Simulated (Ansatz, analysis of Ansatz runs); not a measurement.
# Reproducing a measured hyperfine coupling: N2V- centre in diamond

How near does this set-up come to the measured hyperfine coupling? Subject: N2V- centre in diamond. Set-up: PBE, 64-site cell, PBE lattice, 420 eV, k: 2x2x2 shifted 0.5 0.5 0.5. The model is a cell of 64 host atoms with 1 site emptied, N put on another atom's site and N put on another atom's site. The isotropic coupling follows from the spin density at the nucleus, the nuclear g-factor and the total spin. This set-up takes another sampling or smearing than the usual one for this cell.

What was measured. 15N, isotropic: 4.02 MHz, by EPR (“Electron paramagnetic resonance of the N2V− defect in 15N-doped synthetic diamond”, 2015, B. L. Green et al.). 13C, the two neighbours of the vacancy, isotropic: 240.7 MHz, by EPR (“Electron paramagnetic resonance of the N2V− defect in 15N-doped synthetic diamond”, 2015, B. L. Green et al.). The runs below try to reproduce this.

Calculated with Ansatz 0.2.0; plane-wave PAW DFT, PBE; relaxation of all atoms of a defect supercell.

### Step 1. Starting point

The cell holds 63 atoms: 61 C and 2 N. Its edges and angles: a = 7.143 Å, b = 7.143 Å, c = 7.143 Å, α = 90.0°, β = 90.0°, γ = 90.0°. It derives from C (space group Fd-3m). Nearest the centre at fractional (0.375, 0.375, 0.375): C41 at 1.55 Å, C48 at 1.55 Å, N26 at 1.55 Å, N4 at 1.55 Å, C37 at 2.53 Å, C36 at 2.53 Å, C52 at 2.53 Å, C45 at 2.53 Å. The cell carries charge −1.

The host's primitive cell comes from a first run (plane-wave PAW DFT, PBE; relaxation of the host's cell and atoms): vectors of 2.525, 2.525 and 2.525 Å. That is 5.69 Å³ an atom, 0.4 % over the diffraction cell's volume. The supercell is built on it.

### Step 2. Relaxation, charge −1

Every later number rests on the structure around the defect, so the atoms are relaxed at the host's lattice first.

File relax/input.yaml:

```yaml
relax:
  f_tol: 0.02
  max_steps: 80
  random_displacement: { amplitude: 0.02, seed: 524 }
crystal:
  lattice:
    - [7.14316351, 0.0, 0.0]
    - [0.0, 7.14316351, 0.0]
    - [0.0, 0.0, 7.14316351]
  atoms:
    - { symbol: C, position: [0.0, 0.0, 0.25] }
    - { symbol: C, position: [0.0, 0.25, 0.0] }
    - { symbol: C, position: [0.25, 0.0, 0.0] }
    - { symbol: "N", position: [0.25, 0.25, 0.25] }
    - { symbol: C, position: [0.125, 0.125, 0.375] }
    - { symbol: C, position: [0.125, 0.375, 0.125] }
    - { symbol: C, position: [0.375, 0.125, 0.125] }
    - { symbol: C, position: [0.0, 0.0, 0.75] }
    - { symbol: C, position: [0.0, 0.25, 0.5] }
    - { symbol: C, position: [0.25, 0.0, 0.5] }
    - { symbol: C, position: [0.25, 0.25, 0.75] }
    - { symbol: C, position: [0.125, 0.125, 0.875] }
    - { symbol: C, position: [0.125, 0.375, 0.625] }
    - { symbol: C, position: [0.375, 0.125, 0.625] }
    - { symbol: C, position: [0.375, 0.375, 0.875] }
    - { symbol: C, position: [0.0, 0.5, 0.25] }
    - { symbol: C, position: [0.0, 0.75, 0.0] }
    - { symbol: C, position: [0.25, 0.5, 0.0] }
    - { symbol: C, position: [0.25, 0.75, 0.25] }
    - { symbol: C, position: [0.125, 0.625, 0.375] }
    - { symbol: C, position: [0.125, 0.875, 0.125] }
    - { symbol: C, position: [0.375, 0.625, 0.125] }
    - { symbol: C, position: [0.375, 0.875, 0.375] }
    - { symbol: C, position: [0.0, 0.5, 0.75] }
    - { symbol: C, position: [0.0, 0.75, 0.5] }
    - { symbol: "N", position: [0.25, 0.5, 0.5] }
    - { symbol: C, position: [0.25, 0.75, 0.75] }
    - { symbol: C, position: [0.125, 0.625, 0.875] }
    - { symbol: C, position: [0.125, 0.875, 0.625] }
    - { symbol: C, position: [0.375, 0.625, 0.625] }
    - { symbol: C, position: [0.375, 0.875, 0.875] }
    - { symbol: C, position: [0.5, 0.0, 0.25] }
    - { symbol: C, position: [0.5, 0.25, 0.0] }
    - { symbol: C, position: [0.75, 0.0, 0.0] }
    - { symbol: C, position: [0.75, 0.25, 0.25] }
    - { symbol: C, position: [0.625, 0.125, 0.375] }
    - { symbol: C, position: [0.625, 0.375, 0.125] }
    - { symbol: C, position: [0.875, 0.125, 0.125] }
    - { symbol: C, position: [0.875, 0.375, 0.375] }
    - { symbol: C, position: [0.5, 0.0, 0.75] }
    - { symbol: C, position: [0.5, 0.25, 0.5] }
    - { symbol: C, position: [0.75, 0.0, 0.5] }
    - { symbol: C, position: [0.75, 0.25, 0.75] }
    - { symbol: C, position: [0.625, 0.125, 0.875] }
    - { symbol: C, position: [0.625, 0.375, 0.625] }
    - { symbol: C, position: [0.875, 0.125, 0.625] }
    - { symbol: C, position: [0.875, 0.375, 0.875] }
    - { symbol: C, position: [0.5, 0.5, 0.25] }
    - { symbol: C, position: [0.5, 0.75, 0.0] }
    - { symbol: C, position: [0.75, 0.5, 0.0] }
    - { symbol: C, position: [0.75, 0.75, 0.25] }
    - { symbol: C, position: [0.625, 0.625, 0.375] }
    - { symbol: C, position: [0.625, 0.875, 0.125] }
    - { symbol: C, position: [0.875, 0.625, 0.125] }
    - { symbol: C, position: [0.875, 0.875, 0.375] }
    - { symbol: C, position: [0.5, 0.5, 0.75] }
    - { symbol: C, position: [0.5, 0.75, 0.5] }
    - { symbol: C, position: [0.75, 0.5, 0.5] }
    - { symbol: C, position: [0.75, 0.75, 0.75] }
    - { symbol: C, position: [0.625, 0.625, 0.875] }
    - { symbol: C, position: [0.625, 0.875, 0.625] }
    - { symbol: C, position: [0.875, 0.625, 0.625] }
    - { symbol: C, position: [0.875, 0.875, 0.875] }
total_charge: -1
basis:
  ecutwfc: 420
  xc_grid: 2
hamiltonian:
  xc: pbe
kpoints:
  mp_grid: { grid: [2, 2, 2], shift: [0.5, 0.5, 0.5] }
magnetization:
  spin_polarized: true
  initial_magnetization: 1
  spin_locking: { lock_magnetization: hard }
scf:
  occupations: { method: fermi_dirac, width: 0.01 }
  max_iter: 120
output:
  forces: true
checkpoint:
  write: "../relax.run"
  compress: false
  write_wavefunctions: true
  write_every: 100000
```

The run is started by

```
> ansatz run input.yaml --threads 2 --pin off --max-ram 3768MiB --backend cpu --events-out ev --progress --plain --runs-dir out
```

Numbers of over 12 decimals in the logs are rounded to 6 here.

The program printed:

```text
[... repeated set-up lines and file paths are left out, and long positions are rounded to six places ...]
Engine: ansatz 0.2.0, x86_64-unknown-linux-gnu
Pseudopotentials: kind: paw
Pseudopotential: C, paw, valence charge 4, recommended cutoff 420 eV (normal), C.paw.azcp
Pseudopotential: N, paw, valence charge 5, recommended cutoff 420 eV (normal), N.paw.azcp
Functional definition: PBE
  parameter kappa = 0.804
  parameter beta = 0.066725
  exchange = pbe_x(kappa = kappa, mu = beta*pi^2/3)
  correlation = pbe_c(beta = beta)
Crystal: 63 atoms, lattice volume = 364.478 Å³
Basis set: ecut = 420 eV, 7123 PW (Γ), exchange–correlation on 96×96×96 points (8 copies of the dense FFT grid, shifted against one another)
Bands: 191, of which v1, the nominal top of the filled ones, is band 128 counted from 1 (127 counted from 0)
Symmetry: 1 space group operations
k-points: 4 of 8 (time reversal used)
Non-local potential: C, projectors of the file, l = 0: 2, l = 1: 2, l = 2: 1
Non-local potential: N, projectors of the file, l = 0: 2, l = 1: 2, l = 2: 1
PAW form: soft (Blöchl's): semilocal exchange-correlation on the pseudo side does not see the compensation charge
PAW one-centre angular grid: C, 110 points (default); XC on 64 Gauss nodes
PAW one-centre angular grid: N, 110 points (default); XC on 64 Gauss nodes
Initial density: superposition of atomic densities (chi_scale 0.1, normalization cell, long waves kept (reshape's long-wave potential 0.33 eV rms))
Starting moments: Σ|m| = 1 μB on 63 of 63 sites
Initial wavefunctions: pseudopotential atomic-orbital guess
Functional: x = pbe(κ = 0.804, μ = 0.219515), c = pbe(β = 0.066725)
SCF iter   1: F=—  HF=-16061.767672 eV  |F-HF|=—  |Δ(HF+E_count)|=         —  Δρ=7.05e-2 (↑7.05e-2 ↓6.92e-2)  dr2=5.33e1  dr2_m=2.39e-1  M=1.000 μB ∫|m|=1.001 μB  β_m=0.30  ethr=3.10e-3  ⟨swp⟩=5.5  Hψ=6288  notcnv=0  defer=208
preconditioner: auto → Resta (q_TF=auto, 2.571 Å⁻¹)  ε∞=4.4  [insulator: Δε(μ)=0.376 eV  Ē_g=16.849 eV  σ=0.010 eV  W_gap=1.00  n_scr=92 (ndim 8)  ℏωp=31.1 eV  f_vac=0.000  D(μ)=0.00/eV (n_scr^D=0)  ε∞_Penn≈4.4]
spin=Collinear: Resta preconditioning applied to the charge; magnetization (m = ρ↑ − ρ↓) channel mixes plain (no charge-response kernel on spin).
SCF iter   2: F=—  HF=-16053.949855 eV  |F-HF|=—  |Δ(HF+E_count)|=    7.82e0  Δρ=5.11e-2 (↑5.11e-2 ↓5.04e-2)  dr2=2.79e1  dr2_m=1.37e-1  M=1.000 μB ∫|m|=1.008 μB  β_m=0.65  ethr=3.10e-3  ⟨swp⟩=3.0  Hψ=2850  notcnv=0  defer=438
SCF iter   3: F=—  HF=-16045.363111 eV  |F-HF|=—  |Δ(HF+E_count)|=    8.59e0  Δρ=5.39e-3 (↑5.14e-3 ↓5.39e-3)  dr2=2.82e-1  dr2_m=1.30e-3  M=1.000 μB ∫|m|=1.092 μB  β_m=0.67  ethr=3.10e-3  ⟨swp⟩=3.0  Hψ=2250  notcnv=0  defer=438
SCF iter   4: F=—  HF=-16045.433990 eV  |F-HF|=—  |Δ(HF+E_count)|=   7.09e-2  Δρ=2.40e-3 (↑2.35e-3 ↓2.40e-3)  dr2=4.53e-2  dr2_m=2.78e-4  M=1.000 μB ∫|m|=1.106 μB  β_m=0.75  ethr=1.11e-4  ⟨swp⟩=2.0  Hψ=2364  notcnv=0  defer=453
SCF iter   5: F=—  HF=-16045.470704 eV  |F-HF|=—  |Δ(HF+E_count)|=   3.67e-2  Δρ=8.20e-4 (↑6.73e-4 ↓8.20e-4)  dr2=5.44e-3  dr2_m=1.11e-4  M=1.000 μB ∫|m|=1.111 μB  β_m=0.75  ethr=1.78e-5  ⟨swp⟩=2.4  Hψ=2155  notcnv=0  defer=453
SCF iter   6: F=—  HF=-16045.474825 eV  |F-HF|=—  |Δ(HF+E_count)|=   4.12e-3  Δρ=2.81e-4 (↑1.86e-4 ↓2.81e-4)  dr2=7.27e-4  dr2_m=2.46e-5  M=1.000 μB ∫|m|=1.114 μB  β_m=0.70  ethr=2.13e-6  ⟨swp⟩=2.4  Hψ=2153  notcnv=0  defer=453
SCF iter   7: F=—  HF=-16045.475015 eV  |F-HF|=—  |Δ(HF+E_count)|=   1.90e-4  Δρ=6.40e-5 (↑6.07e-5 ↓6.40e-5)  dr2=3.18e-5  dr2_m=7.98e-7  M=1.000 μB ∫|m|=1.115 μB  β_m=0.73  ethr=2.85e-7  ⟨swp⟩=2.0  Hψ=1854  notcnv=0  defer=453
SCF iter   8: F=-16045.475061 eV  HF=-16045.475057 eV  |F-HF|=3.33e-6  |Δ(HF+E_count)|=   4.23e-5  Δρ=2.01e-5 (↑1.81e-5 ↓2.01e-5)  dr2=2.29e-6  dr2_m=6.15e-8  M=1.000 μB ∫|m|=1.115 μB  ethr=3.92e-9  ⟨swp⟩=4.0  Hψ=3619  notcnv=0
SCF 1 converged in 8 iterations: F = -16045.475061 eV  dr2 = 2.29e-6
  greatest PAW one-centre occupation: 0.795 electrons in one spin orbital (limit 2), on the N atom at site 3 (counted from 0), in its partial waves of l = 0
relax step   1: F+E_penalty+E_count = -16045.47506068 eV  Δ(F+E_penalty+E_count) = +0.000e0 eV  max|allowed force component| = 2.120e0 eV/Å  Δτ_max = 0.0000 Å  (8 SCF iters, dr2 threshold 1.00e-5 eV, accepted)
[... the SCF cycles and remarks between the steps are left out from here to the last step ...]
relax step   2: F+E_penalty+E_count = -16046.59961109 eV  Δ(F+E_penalty+E_count) = -1.125e0 eV  max|allowed force component| = 1.082e0 eV/Å  Δτ_max = 0.1043 Å  (6 SCF iters, dr2 threshold 1.00e-4 eV, accepted)
relax step   3: F+E_penalty+E_count = -16046.84989884 eV  Δ(F+E_penalty+E_count) = -2.503e-1 eV  max|allowed force component| = 8.365e-1 eV/Å  Δτ_max = 0.0718 Å  (5 SCF iters, dr2 threshold 7.32e-5 eV, accepted)
relax step   4: F+E_penalty+E_count = -16046.93274030 eV  Δ(F+E_penalty+E_count) = -8.284e-2 eV  max|allowed force component| = 6.650e-2 eV/Å  Δτ_max = 0.0268 Å  (5 SCF iters, dr2 threshold 1.00e-4 eV, accepted)
SCF iter   1: F=—  HF=-16046.933620 eV  |F-HF|=—  |Δ(HF+E_count)|=         —  Δρ=2.73e-4 (↑2.73e-4 ↓2.52e-4)  dr2=5.82e-4  dr2_m=1.06e-5  M=1.000 μB ∫|m|=1.129 μB  β_m=0.30  ethr=3.12e-6  ⟨swp⟩=4.8  Hψ=3360  notcnv=0  defer=456
SCF iter   2: F=—  HF=-16046.933533 eV  |F-HF|=—  |Δ(HF+E_count)|=   8.71e-5  Δρ=1.84e-4 (↑1.84e-4 ↓1.69e-4)  dr2=2.36e-4  dr2_m=5.67e-6  M=1.000 μB ∫|m|=1.129 μB  β_m=0.56  ethr=2.28e-7  ⟨swp⟩=2.0  Hψ=1780  notcnv=0  defer=456
SCF iter   3: F=—  HF=-16046.933473 eV  |F-HF|=—  |Δ(HF+E_count)|=   5.97e-5  Δρ=3.42e-5 (↑3.42e-5 ↓3.14e-5)  dr2=6.78e-6  dr2_m=2.76e-7  M=1.000 μB ∫|m|=1.129 μB  β_m=0.59  ethr=9.26e-8  ⟨swp⟩=2.0  Hψ=1872  notcnv=0  defer=456
SCF iter   4: F=—  HF=-16046.934053 eV  |F-HF|=—  |Δ(HF+E_count)|=   5.79e-4  Δρ=7.56e-6 (↑7.56e-6 ↓7.38e-6)  dr2=4.43e-7  dr2_m=1.44e-8  M=1.000 μB ∫|m|=1.129 μB  β_m=0.74  ethr=2.66e-9  ⟨swp⟩=2.0  Hψ=2092  notcnv=0  defer=456
iter 5 did not close the SCF: its close was put off for a magnetic moment that had not settled (scf_convergence_deferred on its scf_iter line)
SCF iter   5: F=-16046.934053 eV  HF=-16046.934053 eV  |F-HF|=2.91e-10  |Δ(HF+E_count)|=   1.02e-7  Δρ=1.86e-6 (↑1.72e-6 ↓1.86e-6)  dr2=3.45e-8  dr2_m=8.26e-10  M=1.000 μB ∫|m|=1.129 μB  β_m=0.78  ethr=3.92e-11  ⟨swp⟩=4.0  Hψ=3660  notcnv=0
SCF iter   6: F=-16046.934053 eV  HF=-16046.934053 eV  |F-HF|=4.37e-10  |Δ(HF+E_count)|=   9.33e-9  Δρ=4.35e-7 (↑4.35e-7 ↓4.27e-7)  dr2=1.74e-9  dr2_m=4.70e-11  M=1.000 μB ∫|m|=1.129 μB  ethr=1.35e-11  ⟨swp⟩=1.1  Hψ=3468  notcnv=0
SCF 5 converged in 6 iterations: F = -16046.934053 eV  dr2 = 1.74e-9
relax step   5: F+E_penalty+E_count = -16046.93405271 eV  Δ(F+E_penalty+E_count) = -1.312e-3 eV  max|allowed force component| = 1.711e-2 eV/Å  Δτ_max = 0.0025 Å  (6 SCF iters, accepted)
NSCF: frozen V_eff on 4 k-points
the band table was solved once a step of the walk had ended and its energy, with any forces and stress, was formed, with the checks that follow a solve (7449 applications of the Hamiltonian). They found nothing against the state; [...]
SCF converged after 6 iterations
Stability checked in part: among states of this total moment the steps that led to this state did not find it unstable. No probe was made; neither looks for a lower state of another moment (fixed_total_moment; see scf.lower_state_search)
Magnetization: 1.0000 μB (128.0000 up, 127.0000 down)
Absolute magnetization: 1.1293 μB (∫|ρ↑−ρ↓|, with the PAW one-centre terms)
Spin contamination: 0.0044 ħ² per cell (⟨S²⟩ above its minimum at these occupations)
Per-site moments (μB) at R_I (Å): [(0.00111955, 0.633533), (0.00111983, 0.633474), (0.000366881, 0.633369), [... 60 left out ...]
Free energy (F): -16046.934053 eV
Harris-Foulkes:  -16046.934053 eV  (|F-HF|=4.37e-10)
Internal energy: -16046.934053 eV  (E = F + TS)
E sigma→0 (E₀):  -16046.934053 eV
Fermi energy:    15.425487 (↑ 16.421685, ↓ 15.144199) eV
--- Per-component energies (eV) ---
  E_band       = 1017.804296
  E_kinetic    = 5902.545639
  E_local      = -4252.488992  (includes V_loc(G=0)·N_el)
  E_nonlocal   = 1719.618186
  E_hartree    = 971.365786
  E_xc         = -3097.764658
  E_vxc        = -3849.665329  (∫ρ·V_xc dr)
  E_paw        = -6307.430563  (= ΣΔE_a)
  E_vpaw       = -444.937677  (= ΣTr[D̂ρ^β])
  E_aug_tail   = 0.000755  (compensation charges beyond the density's cutoff)
  E_ewald      = -10982.780205
  E_smearing   = -0.000000  (= −TS)
  E_closure    = 0.000000  (closes the sum)
  E_deformation_potential = -21.072783  (in the stress; not in F)
  Σ components = -16046.934053   (vs F -16046.934053, Δ=0.00e0)
--- Forces (eV/Å), atoms counted from 1 ---
  atom   1  C     -0.00381425     0.00116891     0.00006978
  atom   2  C      0.00065012     0.00244216     0.00284760
  [... 1 atom left out ...]
  atom   4  N      0.00975373     0.00520551    -0.00424885
  atom   5  C      0.00096187     0.00923822     0.00645580
  atom   6  C      0.00117134     0.00362871     0.01115703
  [... 2 atoms left out ...]
  atom   9  C     -0.01710905    -0.00096386     0.00547917
  [... 3 atoms left out ...]
  atom  13  C      0.00533758    -0.01590390    -0.01164230
  [... 2 atoms left out ...]
  atom  16  C     -0.01703834     0.00311558    -0.00053904
  [... 3 atoms left out ...]
  atom  20  C      0.00424672    -0.01295083    -0.01268700
  [... 5 atoms left out ...]
  atom  26  N      0.01378844     0.00169796    -0.00607717
  [... 14 atoms left out ...]
  atom  41  C      0.00967212    -0.00525760     0.00822565
  [... 6 atoms left out ...]
  atom  48  C      0.00924326     0.00888094    -0.00829699
  [... 15 atoms left out ...]
  max |Σ_I F_I| component: 6.45e-6 eV/Å
--- Band table (eV; the first three rows and the last of 8) ---
  k-point 0 ↑: bands = ["-8.3509", "-7.5555", "-7.1339", "-6.9741", [... 183 left out ...] "22.7682", "22.8838", "23.2253", "23.2753"]
  k-point 1 ↑: bands = ["-8.3429", "-7.5579", "-7.2589", "-6.8604", [... 183 left out ...] "22.8167", "22.8896", "22.9864", "23.2817"]
  [... further k-points left out ...]
--- Relaxed structure (5 steps of the walk, 5 accepted, 0 SCFs on fresh bases) ---
  F+E_penalty+E_count = -16046.93405271 eV   max|allowed force component| = 1.711e-2 eV/Å
  atoms:
    - { symbol: C, position: [-0.000950, -0.001488, 0.249782] }
    - { symbol: C, position: [-0.000958, 0.249890, -0.001611] }
    [... 1 atom left out ...]
    - { symbol: N, position: [0.239461, 0.239225, 0.239122] }
    - { symbol: C, position: [0.126080, 0.125896, 0.369013] }
    - { symbol: C, position: [0.126079, 0.369146, 0.125768] }
    [... 2 atoms left out ...]
    - { symbol: C, position: [0.002966, 0.252568, 0.497214] }
    [... 3 atoms left out ...]
    - { symbol: C, position: [0.126060, 0.380808, 0.623903] }
    [... 2 atoms left out ...]
    - { symbol: C, position: [0.002967, 0.497341, 0.252445] }
    [... 3 atoms left out ...]
    - { symbol: C, position: [0.126065, 0.624033, 0.380674] }
    [... 5 atoms left out ...]
    - { symbol: N, position: [0.239435, 0.510701, 0.510593] }
    [... 14 atoms left out ...]
    - { symbol: C, position: [0.510418, 0.245201, 0.504577] }
    [... 6 atoms left out ...]
    - { symbol: C, position: [0.510411, 0.504709, 0.245083] }
    [... 15 atoms left out ...]
```

Run time: 47 s. Hardware: 2 threads of AMD EPYC 9R45, shared host; peak memory 1.3 GiB; 93 s of CPU time.

Relaxation path:

```tsv
step	energy less that of the first step (eV)	largest force component (eV/Å)
1	0.0000	2.1202
2	-1.1246	1.0825
3	-1.3748	0.8365
4	-1.4577	0.0665
5	-1.4590	0.0171
```

The atoms that moved most (Å, from the sites as typed, ahead of the random displacement):

```tsv
atom	dx	dy	dz	length
N26	-0.076	0.077	0.077	0.132
N4	-0.075	-0.077	-0.077	0.132
C41	0.074	-0.034	0.034	0.088
C48	0.074	0.034	-0.034	0.088
C14	0.018	0.030	-0.030	0.046
C22	0.018	-0.030	0.030	0.046
C13	0.007	0.042	-0.007	0.043
C20	0.007	-0.007	0.042	0.043
```

The atoms nearest to the centre after the run:

```tsv
atom	distance (Å)
C41	1.629
C48	1.629
N26	1.678
N4	1.679
C14	2.482
C22	2.484
C45	2.512
C52	2.513
C36	2.513
C37	2.514
C13	2.515
C20	2.516
C5	2.516
C6	2.517
C30	2.518
C7	2.520
```

This step gave:

```
free energy                           : -16046.9341 eV
total moment                          : 1 μB
integral of the absolute spin density : 1.129 μB
spin contamination                    : 0.004386
```

The relaxation ends 23 meV an atom lower than the displaced start, with a largest force component of 0.017 eV/Å.

[end of part 1 of 2]

[Logs are printed without paths, hosts, clocks, repeated set-up lines and the standing remarks that a program may print on its own settings, such as how far it seeks lower states.]

[Hosts, paths, dates, database ids (printed as entryN), source tags and the programs' standing remarks are cut or masked in the printed files.]

[For some hosts the program warned that the k-mesh of the response run may be too coarse for force constants and the static dielectric constant; such warnings are not shown here.]
